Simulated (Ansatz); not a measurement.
# Monolayer T-MgI2 in a field along the normal: induced dipole (PBEsol)

A gate puts a field across monolayer T-MgI2. How large is the induced dipole, and what happens to the gap?

All values are computed: Ansatz 0.2.0, PBEsol, plane waves, no spin–orbit coupling; sawtooth field with a dipole correction, atoms held at their zero-field places, cell area 14.84 Å². The field is the one in the vacuum. Energy changes count from the zero-field run.

| field (V/Å) | dipole (e·Å) | energy change (meV) | gap on the path (eV) |
| --- | --- | --- | --- |
| 0.05 | 0.021 | -0.5 | 3.64 |
| 0.1 | 0.043 | -2.1 | 3.63 |
| 0.2 | 0.085 | -8.5 | 3.63 |
| 0.3 | ? | ? | ? |
| 0.4 | 0.170 | -34.0 | 3.60 |

**Fit.** A least-squares line through the shown values, as rounded, is dipole = 0.000 + 0.425 × field (V/Å); it misses them by 0.000 e·Å at most. The fit misses the rows by 0.000 e·Å on average, and their plain mean by 0.048 e·Å, so the fit does better. The slope is the electronic polarisability of the cell, α = 0.425 e·Å²/V. It also sets the energy, −αF²/2 for a sheet without a dipole of its own: -34.0 meV at 0.4 V/Å. From the weakest to the strongest field the gap on the path changes by -0.04 eV.

**The withheld row.** The prediction is 0.000 + 0.425 × (0.3) = 0.128 e·Å. The run gave dipole 0.128 e·Å, energy change -19.1 meV, gap on the path 3.61 eV. The miss in dipole is +0.000 e·Å, within the scatter of the fitted rows. The mean of the shown rows would have missed by +0.048 e·Å.

Ions don't move, so the lattice part of the screening is missing; semilocal functionals overestimate polarisabilities somewhat.
